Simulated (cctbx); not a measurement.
# Accept or mend?

Cell a = 7.4720 Å, b = 8.5020 Å, c = 5.8150 Å, α = 90.00°, β = 90.00°, γ = 90.00°; space group Pmmn (no. 59, origin choice 1).

The data are simulated with cctbx, not measured: Cu Kα, λ = 1.54184 Å, to d = 0.8 Å, 80 % of the full sphere, strongest reflection 5000 counts, noise from counting, a 3 % proportional error and a noise floor of 8 counts (s.d.); no absorption.

An isotropic refinement with weights 1/σ² prints:

```text
Rint 0.058, 430 unique reflections to 0.80 A
cycle     R1     wR2    GooF  max shift (A)
   1  0.0362  0.0644   1.265   0.23168
  12  0.0253  0.0461   0.906   0.00357
final R1 0.0253 wR2 0.0461 GooF 0.906  parameters 17  data/parameter 25.3
atom        x        y        z      Ueq    occ   su(xyz)  su(Uiso or U11)
Pb1    0.50000  0.00000  0.72717   0.0089  1.000  0.00014  0.0002
Cd1    0.00000  0.00000  0.73748   0.0083  1.000  0.00023  0.0003
Cd2    0.75929  0.81257  0.25432   0.0105  1.000  0.00009  0.0002
B1     0.00000  0.76375  0.50649   0.0160  1.000  0.00346  0.0031
B2     0.24625  0.00000  0.98052   0.0220  1.000  0.00349  0.0033
B3     0.14194  1.00000  0.06136   1.0000  1.000  0.06603  0.5431
difference map: max 2.39 min -2.00 rms 0.60
Q1    0.1184  0.5000  0.8665    4    2.41  1.35 A from B2
Q2    0.0000  0.0000  0.3181    2    2.36  1.83 A from B3
Q3    0.2443  0.0000  0.5307    4    2.33  2.19 A from Cd1
Q4    0.0000  0.5000  0.1611    2    2.22  0.65 A from Pb1
Q5    0.0000  0.0000  0.6808    2    2.20  0.33 A from Cd1
Q6    0.2036  0.4222  0.0475    8    2.18  0.78 A from B2
```

Q: Accept it or mend it, and why?

Mend it. The fault: spurious atom: B3. Against the right model at the same level, R1 goes from 0.0249 to 0.0253 and GooF from 0.90 to 0.91 and B3 takes U = the program's ceiling. A site with no density behind it hides by a very large U or drifts. The fit had not settled when the cycles ran out.

The compound is Cd5B4Pb. The right model at the same level gives:

```text
Rint 0.058, 430 unique reflections to 0.80 A
cycle     R1     wR2    GooF  max shift (A)
   1  0.2685  0.4696   9.189   0.09690
   3  0.0249  0.0460   0.900   0.00001
final R1 0.0249 wR2 0.0460 GooF 0.900  parameters 14  data/parameter 30.7
atom        x        y        z      Ueq    occ   su(xyz)  su(Uiso or U11)
Pb1    0.50000  0.00000  0.72717   0.0089  1.000  0.00014  0.0002
Cd1    0.00000  0.00000  0.73748   0.0083  1.000  0.00023  0.0003
Cd2    0.75929  0.81257  0.25432   0.0105  1.000  0.00009  0.0002
B1     0.00000  0.76426  0.50637   0.0158  1.000  0.00342  0.0031
B2     0.24513  0.00000  0.98090   0.0219  1.000  0.00336  0.0033
difference map: max 2.59 min -2.22 rms 0.60
Q1    0.0000  0.0000  0.3171    2    2.72  2.29 A from B1
Q2    0.0000  0.0000  0.6811    2    2.48  0.33 A from Cd1
Q3    0.2373  0.0000  0.5345    4    2.44  2.13 A from Cd1
Q4    0.1761  0.5000  0.1894    4    2.25  1.15 A from B2
Q5    0.0000  0.1117  0.8342    4    2.24  1.10 A from Cd1
Q6    0.1335  0.5000  0.8611    4    2.21  1.29 A from B2
```

This is a model crystal, built by substitution and not relaxed, with assumed displacement parameters.

[Middle refinement cycles are left out of these outputs.]

[Logs are printed without paths, hosts, clocks, repeated set-up lines and the standing remarks that a program may print on its own settings, such as how far it seeks lower states.]
